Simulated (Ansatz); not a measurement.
**Where Li_Ca puts its levels in the gap of CaO (Fm-3m)**

Aim: at which Fermi levels does Li_Ca in CaO (Fm-3m) change its charge? The model is a cell of 54 host atoms with 1 Ca taken out and 1 Li put in.

Method: place-levels on r2SCAN runs: charge-transition levels and formation energies with image-charge correction and potential alignment at the atomic sites; PAW set soft_1, in Ansatz 0.2.0.

**1. The structure**

The cell holds 54 atoms: 26 Ca, 27 O and 1 Li. Cell: a = 10.173 Å, b = 10.173 Å, c = 10.173 Å, α = 60.0°, β = 60.0°, γ = 60.0°. It derives from CaO (space group Fm-3m). Nearest the centre at fractional (0.667, 0.667, 0.333): Li51 at 0.00 Å, O28 at 2.40 Å, O44 at 2.40 Å, O32 at 2.40 Å, O34 at 2.40 Å, O46 at 2.40 Å, O50 at 2.40 Å, Ca21 at 3.39 Å.

Known beforehand: the electronic dielectric constant, 3.85, and the static one, 16.67, computed on the host (DFPT, PBEsol, on the r2SCAN cell), and a cell off the functional's own equilibrium shifts the ionic part.

The cell's shortest repeat is 10.2 Å.

**2. What was run first**

Levels follow from differences of total energies between charge states, each relaxed by itself.

Random displacements of about 0.05 Å break the site symmetry at the start, so that the relaxation can reach a distorted minimum if there is one. Forces are taken at one point at (¼, ¼, ¼). The cell holds 1 electron more than the neutral one, with a uniform background that keeps it neutral on the whole.

The sampling was tested on the host first: at the k-points planned (1x1x1 shifted 0.25 0.25 0.25) its energy lies 0.005 eV an atom from the dense-mesh value, under the bound of 0.02 eV set for this test; that bounds the host's error, not the defect's.

One state's input; the others differ in charge, spin, start and seed, and in occupations where the table says so.

Input file qm1.relax/input.yaml:

```yaml
crystal:
  lattice:
    - [0.0, 7.19307716, 7.19307716]
    - [7.19307716, 0.0, 7.19307716]
    - [7.19307716, 7.19307716, 0.0]
  atoms:
    - { symbol: Ca, position: [0.0, 0.0, 0.0] }
    - { symbol: O, position: [0.16666667, 0.16666667, 0.16666667] }
[... 6 atom lines left out ...]
    - { symbol: Ca, position: [0.0, 0.33333333, 0.33333333] }
[... 3 atom lines left out ...]
    - { symbol: Ca, position: [0.0, 0.66666667, 0.0] }
[... 1 atom line left out ...]
    - { symbol: Ca, position: [0.0, 0.66666667, 0.33333333] }
[... 5 atom lines left out ...]
    - { symbol: Ca, position: [0.33333333, 0.0, 0.33333333] }
[... 4 atom lines left out ...]
    - { symbol: O, position: [0.5, 0.5, 0.16666667] }
[... 1 atom line left out ...]
    - { symbol: O, position: [0.5, 0.5, 0.5] }
[... 3 atom lines left out ...]
    - { symbol: O, position: [0.5, 0.83333333, 0.16666667] }
    - { symbol: Ca, position: [0.33333333, 0.66666667, 0.33333333] }
    - { symbol: O, position: [0.5, 0.83333333, 0.5] }
    - { symbol: Ca, position: [0.33333333, 0.66666667, 0.66666667] }
[... 1 atom line left out ...]
    - { symbol: Ca, position: [0.66666667, 0.0, 0.0] }
[... 1 atom line left out ...]
    - { symbol: Ca, position: [0.66666667, 0.0, 0.33333333] }
[... 4 atom lines left out ...]
    - { symbol: O, position: [0.83333333, 0.5, 0.16666667] }
    - { symbol: Ca, position: [0.66666667, 0.33333333, 0.33333333] }
    - { symbol: O, position: [0.83333333, 0.5, 0.5] }
    - { symbol: Ca, position: [0.66666667, 0.33333333, 0.66666667] }
[... 1 atom line left out ...]
    - { symbol: Ca, position: [0.66666667, 0.66666667, 0.0] }
    - { symbol: O, position: [0.83333333, 0.83333333, 0.16666667] }
    - { symbol: Li, position: [0.66666667, 0.66666667, 0.33333333] }
[... 1 atom line left out ...]
    - { symbol: Ca, position: [0.66666667, 0.66666667, 0.66666667] }
    - { symbol: O, position: [0.83333333, 0.83333333, 0.83333333] }
  host:
    repeats: [3, 3, 3]
    atoms:
      - { symbol: Ca, position: [0.0, 0.0, 0.0] }
      - { symbol: O, position: [0.5, 0.5, 0.5] }
total_charge: -1
basis:
  ecutwfc: 500
  xc_grid: 2
hamiltonian:
  xc: r2scan
  pseudopotentials: { kind: paw, azcp: { folder: soft_1 } }
kpoints:
  mp_grid: { grid: [1, 1, 1], shift: [0.25, 0.25, 0.25] }
scf:
  occupations: { method: fixed }
  max_iter: 60
output:
  forces: true
  charged_corrections:
    epsilon: 3.85
    static_epsilon: 16.67
    defect_position: [0.666667, 0.666667, 0.333333]
relax:
  f_tol: 0.02
  max_steps: 80
  random_displacement: { amplitude: 0.05, seed: 1596 }
checkpoint:
  write: "../qm1.relax.run"
  compress: false
  write_wavefunctions: true
  write_every: 100000
```

The run is started by

```bash
$ ansatz run input.yaml --threads 4 --pin off --max-ram 15073MiB --backend cpu --events-out ev --progress --plain --runs-dir out
```

The relaxed structure is kept and the sampling changed to a 2×2×2 shifted mesh.

The run of this state that the levels use, under r2SCAN:

Input file qm1.point/input.yaml:

```yaml
crystal:
  checkpoint: "../qm1.relax.run"
  host: checkpoint
total_charge: -1
basis:
  ecutwfc: 500
  xc_grid: 2
hamiltonian:
  xc: r2scan
  pseudopotentials: { kind: paw, azcp: { folder: soft_1 } }
kpoints:
  mp_grid: { grid: [2, 2, 2], shift: [0.5, 0.5, 0.5] }
scf:
  occupations: { method: fermi_dirac, width: 0.01 }
  max_iter: 60
output:
  forces: true
  eigenvalues: true
  charged_corrections:
    epsilon: 3.85
    static_epsilon: 16.67
    defect_position: [0.666667, 0.666667, 0.333333]
  eigenstates: { localisation: true }
  populations: true
  band_densities: [{ bands: [v1, v1] }, { bands: [c1, c1] }]
  write_density: true
  write_potential: true
  volumetric_format: npy
  elf: true
checkpoint:
  read: "../qm1.relax.run"
  write: "../qm1.point.run"
  compress: false
  write_wavefunctions: false
  write_every: 100000
```

Relaxations under r2SCAN at one point at (¼, ¼, ¼); times on 4 threads of Intel Xeon Platinum 8259CL at 2.50GHz (Skylake/Cascade Lake), shared host:

```
charge  moment (μB)  occupations        outcome  steps  largest displacement against the far atoms (Å)     time
    −1            0        fixed      converged      5                                            0.05     85 s
     0            1        fixed      converged      9                                            0.07  8.3 min
    +1            0        fixed  not converged      -                                               -     67 s
    +1            0  fermi-dirac      converged      5                                            0.08  2.1 min
    +1            2        fixed      converged      5                                            0.13  4.1 min
```

Single points under r2SCAN at a 2×2×2 shifted mesh; times on 4 threads of Intel Xeon Platinum 8259CL at 2.50GHz (Skylake/Cascade Lake), shared host:

```
charge  moment (μB)  occupations    outcome     time
    −1            0  fermi-dirac  converged     95 s
     0            1  fermi-dirac  converged  3.4 min
    +1            0  fermi-dirac  converged  1.8 min
    +1            2  fermi-dirac  converged  4.4 min
```

Distances (Å) from Li51 to the nearest atoms after relaxation with r2SCAN:

```
charge  moment (μB)      1.      2.      3.      4.      5.      6.
    −1            0  O 2.43  O 2.44  O 2.44  O 2.46  O 2.46  O 2.46
     0            1  O 2.36  O 2.44  O 2.44  O 2.45  O 2.46  O 2.53
    +1            0  O 2.35  O 2.42  O 2.43  O 2.47  O 2.48  O 2.54
    +1            2  O 2.30  O 2.37  O 2.45  O 2.45  O 2.52  O 2.58
```

**3. place-levels, r2SCAN**

A charged cell interacts with its images and the background, and its potential has another zero than the host's. place-levels removes the first by a point-charge model, screened by the static dielectric constant since the ions have relaxed around the charge, and the second by comparing potentials at atoms far from the defect.

The host is a run of the defect-free crystal in the same cutoffs, grids and k-points, so that basis and sampling errors cancel in part in the differences. The host is run in a cell of 2 atoms on a matching mesh. Its band edges are searched through the zone by a band path, so the gap is smaller than, or equal to, that on the mesh. Chemical potentials are energies per atom of Ca (fcc) and Li (bcc), run with the same functional and cutoff.

Input file levels.point.yaml:

```yaml
host:
  run: host.point.run
states: [qm1.point.run, q0_M1.point.run, qp1.point.run, qp1_M2.point.run]
geometry_from:
  qm1.point.run: qm1.relax.run
  q0_M1.point.run: q0_M1.relax.run
  qp1.point.run: qp1.relax_smeared.run
  qp1_M2.point.run: qp1_M2.relax.run
chemical_potentials:
  Ca:
    energy: -1821.671293
    dataset: <sha256 of the dataset>
  Li:
    energy: -205.132397
    dataset: <sha256 of the dataset>
epsilon: 3.85
static_epsilon: 16.67
vertical:
  - { from: qm1.point.run, to: qm1.point_neutral.run }
  - { from: qp1.point.run, to: qp1.point_neutral.run }
  - { from: qp1_M2.point.run, to: qp1_M2.point_neutral.run }
```

The run is started by

```bash
$ ansatz place-levels levels.point.yaml -- --threads 4 --pin off --max-ram 15073MiB
```

Numbers of over 12 decimals in the logs are rounded to 6 here.

The log of the run:

```text
[... repeated set-up lines and file paths are left out, and long positions are rounded to six places ...]
(+1/0) 0.000 eV above the valence edge (-0.164 eV without the band-filling correction), 4.197 eV under the conduction edge
(0/-1) 0.035 eV above the valence edge, 4.162 eV under the conduction edge
formation energy of charge +1: +4.757 eV with the Fermi level at the valence edge
formation energy of charge 0: +4.757 eV with the Fermi level at the valence edge
formation energy of charge -1: +4.792 eV with the Fermi level at the valence edge
vertical -1 to 0: no energy, since no alignment is typed
  the change from vertical[0].from (qm1.point.run) to vertical[0].to (qm1.point_neutral.run): by its potential at epsilon 3.85 it stands at 0.673 0.635 0.341, with an rms radius of about 6.7 Å (3.9 3.9 3.9 Å across the planes of the cell's vectors); [...]
vertical +1 to 0: no energy, since no alignment is typed
  the change from vertical[1].from (qp1.point.run) to vertical[1].to (qp1.point_neutral.run): by its potential at epsilon 3.85 it is spread over the cell along a vector, with an rms radius of about 6.9 Å (4.0 4.0 4.0 Å across the planes of the cell's [...]
vertical +1 to 0: no energy, since no alignment is typed
  the change from vertical[2].from (qp1_M2.point.run) to vertical[2].to (qp1_M2.point_neutral.run): by its potential at epsilon 3.85 it stands at 0.790 0.660 0.194, with an rms radius of about 6.2 Å (3.6 3.7 3.5 Å across the planes of the cell's vectors); [...]
  edges by r2scan, gap 4.197 eV; the host is sampled to repeats of 20.35 Å
  the defect's cells are sampled to repeats of 20.35 Å, like sampling
  charge +1: -63026.5083 eV with its correction of -0.330 eV, at epsilon 16.67, aligned at sites: -0.4677 eV, mean over 21 atomic sites at or beyond 5.09 Å from the defect at [0.6667, 0.6667, 0.3333], with -0.000000 for the charge's moments and without [...]
  states[2] (qp1.point.run): levels filled in part (TS 0.015 eV): its energy is of no whole electron's
  charge 0: +0.000 eV for its dipole among its images, +0.000 omitted
  states[1] (q0_M1.point.run): levels filled in part (TS 0.005 eV): its energy is of no whole electron's
  charge -1: -63011.7629 eV with its correction of +0.417 eV, at epsilon 16.67, aligned at sites: -0.2797 eV, mean over 21 atomic sites at or beyond 5.09 Å from the defect at [0.6667, 0.6667, 0.3333], with +0.000000 for the charge's moments and without [...]
  charge +1: states[3] (qp1_M2.point.run) stands 0.004 eV higher, with a moment of 2.00 μB against 0.00
  states[3] (qp1_M2.point.run): levels filled in part (TS 0.005 eV): its energy is of no whole electron's
  of states[2] (qp1.point.run): it parts from the run at its places by a charge that spreads by about 4 Å along one vector (1.4 Å or more is wide), by its potential at epsilon 3.85, taken for that of held ions (one typed too small widens it), where the cell [...]
  of states[1] (q0_M1.point.run): its alignment with the host at atomic sites is doubtful: the cell is too small to show whether the defect's potential has decayed: take a larger one; stability_check_not_made
  of states[0] (qm1.point.run): it parts from the run at its places by a charge that spreads by about 3.9 Å along one vector (1.4 Å or more is wide), by its potential at epsilon 3.85, taken for that of held ions (one typed too small widens it), where the cell [...]
  of states[3] (qp1_M2.point.run): it parts from the run at its places by a charge that spreads by about 3.7 Å along one vector (1.4 Å or more is wide), by its potential at epsilon 3.85, taken for that of held ions (one typed too small widens it), where the [...]
  of vertical[0].from (qm1.point.run): it parts from the run at its places by a charge that spreads by about 3.9 Å along one vector (1.4 Å or more is wide), by its potential at epsilon 3.85, taken for that of held ions (one typed too small widens it), where [...]
  vertical[0].to (qm1.point_neutral.run): levels filled in part (TS 0.005 eV): its energy is of no whole electron's
  of vertical[0].to (qm1.point_neutral.run): stability_check_not_made
  vertical[1].from (qp1.point.run): levels filled in part (TS 0.015 eV): its energy is of no whole electron's
  of vertical[1].from (qp1.point.run): it parts from the run at its places by a charge that spreads by about 4 Å along one vector (1.4 Å or more is wide), by its potential at epsilon 3.85, taken for that of held ions (one typed too small widens it), where the [...]
  vertical[1].to (qp1.point_neutral.run): levels filled in part (TS 0.005 eV): its energy is of no whole electron's
  of vertical[1].to (qp1.point_neutral.run): stability_check_not_made
  vertical[2].from (qp1_M2.point.run): levels filled in part (TS 0.005 eV): its energy is of no whole electron's
  of vertical[2].from (qp1_M2.point.run): stability_check_not_made; [...]
  vertical[2].to (qp1_M2.point_neutral.run): levels filled in part (TS 0.005 eV): its energy is of no whole electron's
  of vertical[2].to (qp1_M2.point_neutral.run): stability_check_not_made
```

It took 0.63 s on 4 threads of Intel Xeon Platinum 8259CL at 2.50GHz (Skylake/Cascade Lake), shared host.

Levels between the charges placed, in eV above the valence top:

```
        gap (eV)  (+1/0)  (0/−1)
r2SCAN      4.20    0.00    0.04
```

Corrections by state:

```
charge  moment (μB)  image terms and alignment (eV)  band filling (eV)  ε used  over the lowest of its charge, as the program ranks them, band filling apart (eV)
    +1          0.0                          -0.330             -0.164   16.67                                                                              0.000
     0          1.0                           0.000                  -       -                                                                              0.000
    −1          0.0                           0.417                  -   16.67                                                                              0.000
    +1          2.0                          -0.320                  -   16.67                                                                              0.004
```

The charged structures listed were also run neutral, and place-levels reads from each pair, by the potential or the spins, how wide the charge is by which they differ; that can be the carrier of either run.

```
charge  rms radius (Å)  spread where it is widest against the cell (Å)  wide from (Å)  reading
    +1             6.9                                            4.01           1.44     wide
    −1             6.7                                            3.87           1.44     wide
```

The neutral runs of these pairs need not share the spin of the lowest neutral state, and very wide values only mean spread over the cell.

From the program's caveats on the states, each cut to its opening words:

- charge +1: it parts from the run at its places by a charge that spreads by about 4 Å along one vector (1.4 Å or more is wide), by its potential at epsilon 3.85, taken for [...]
- charge +1: a band-filling correction moves a carrier to the host's band edge, which changes its energy by -0.164 eV
- charge +1, 0 (1 μB), −1, +1 (2 μB): its alignment with the host at atomic sites is doubtful: the cell is too small to show whether the defect's potential has decayed: take a larger one
- charge 0 (1 μB), +1 (2 μB): flagged: stability check not made
- charge −1: it parts from the run at its places by a charge that spreads by about 3.9 Å along one vector (1.4 Å or more is wide), by its potential at epsilon 3.85, taken [...]
- charge +1 (2 μB): it parts from the run at its places by a charge that spreads by about 3.7 Å along one vector (1.4 Å or more is wide), by its potential at epsilon 3.85, taken [...]

Chemical potentials of the elements' reference phases, run alike. Formation energies (elemental references), with the Fermi level at the valence top and at the conduction bottom (gap 4.20 eV):

```
charge  at valence top (eV)  at conduction bottom (eV)  correction included (eV)
    +1                 4.76                       8.95                     -0.49
     0                 4.76                       4.76                      0.00
    −1                 4.79                       0.59                      0.42
```

(Fermi level (eV), lowest formation energy (eV)): (0.00, 4.76), (0.38, 4.41), (0.76, 4.03), (1.14, 3.65), (1.53, 3.27), (1.91, 2.89), (2.29, 2.50), (2.67, 2.12), (3.05, 1.74), (3.43, 1.36), (3.82, 0.98), (4.20, 0.59)

**4. What came out**

| Item | Value |
| --- | --- |
| gap of the host | 4.20 eV (r2SCAN) |
| level (plus 1/0) | 0.00 eV above the valence top (-0.16 eV above the valence top without the band-filling term) |
| level (0/minus 1) | 0.04 eV above the valence top |
| lowest of the charges placed, just above the valence top (0.02 eV) | 0 |
| lowest of the charges placed, just below the conduction bottom (0.02 eV) | −1 |
| lowest formation energy at mid-gap of the charges run, elemental references | 2.69 eV |

**Reading.** Of the charges placed (−1, 0 and +1), the lowest changes at 0.04 eV (0/−1) above the valence top, in a gap of 4.20 eV. (0/−1) lies nearer to a band edge than the share of the finite-size correction in it (0.42 eV), and that correction holds for a localised charge alone. (0/−1) lies 0.04 eV from a band edge, less than the doubt on such levels. Charges below −1 were not placed, so these runs say nothing of levels that involve them. States placed: +1 at 0 μB and 2 μB; 0 at 1 μB; −1 at 0 μB. Other spin states or structures, where not listed, weren't placed. The program finds carriers beyond a band edge of the host and adds a band-filling term at charge +1 (-0.16 eV); steps to such a charge show no bound level, and a defect level inside a band would be read the same way. Li is taken at its element; compounds, which aren't counted here, bound the chemical potentials and would shift these formation energies. The program doubts the alignment of potentials for at least one state, a sign that the cell is small. Limits: r2SCAN makes the gap too small and tends to spread out bound carriers; where a gas molecule sets a chemical potential or the host's formation energy, its binding is uncorrected.

[Logs are printed without paths, hosts, clocks, repeated set-up lines and the standing remarks that a program may print on its own settings, such as how far it seeks lower states.]

[Hosts, paths, dates, database ids (printed as entryN), source tags and the programs' standing remarks are cut or masked in the printed files.]

[Where a table of states has a column of steps, it counts the stored structures, which are thinned; the runs took as many ionic steps or more.]

[A defect's name tells the site on which it was built; relaxed atoms can leave that site.]

[For some hosts the program warned that the k-mesh of the response run may be too coarse for force constants and the static dielectric constant; such warnings are not shown here.]
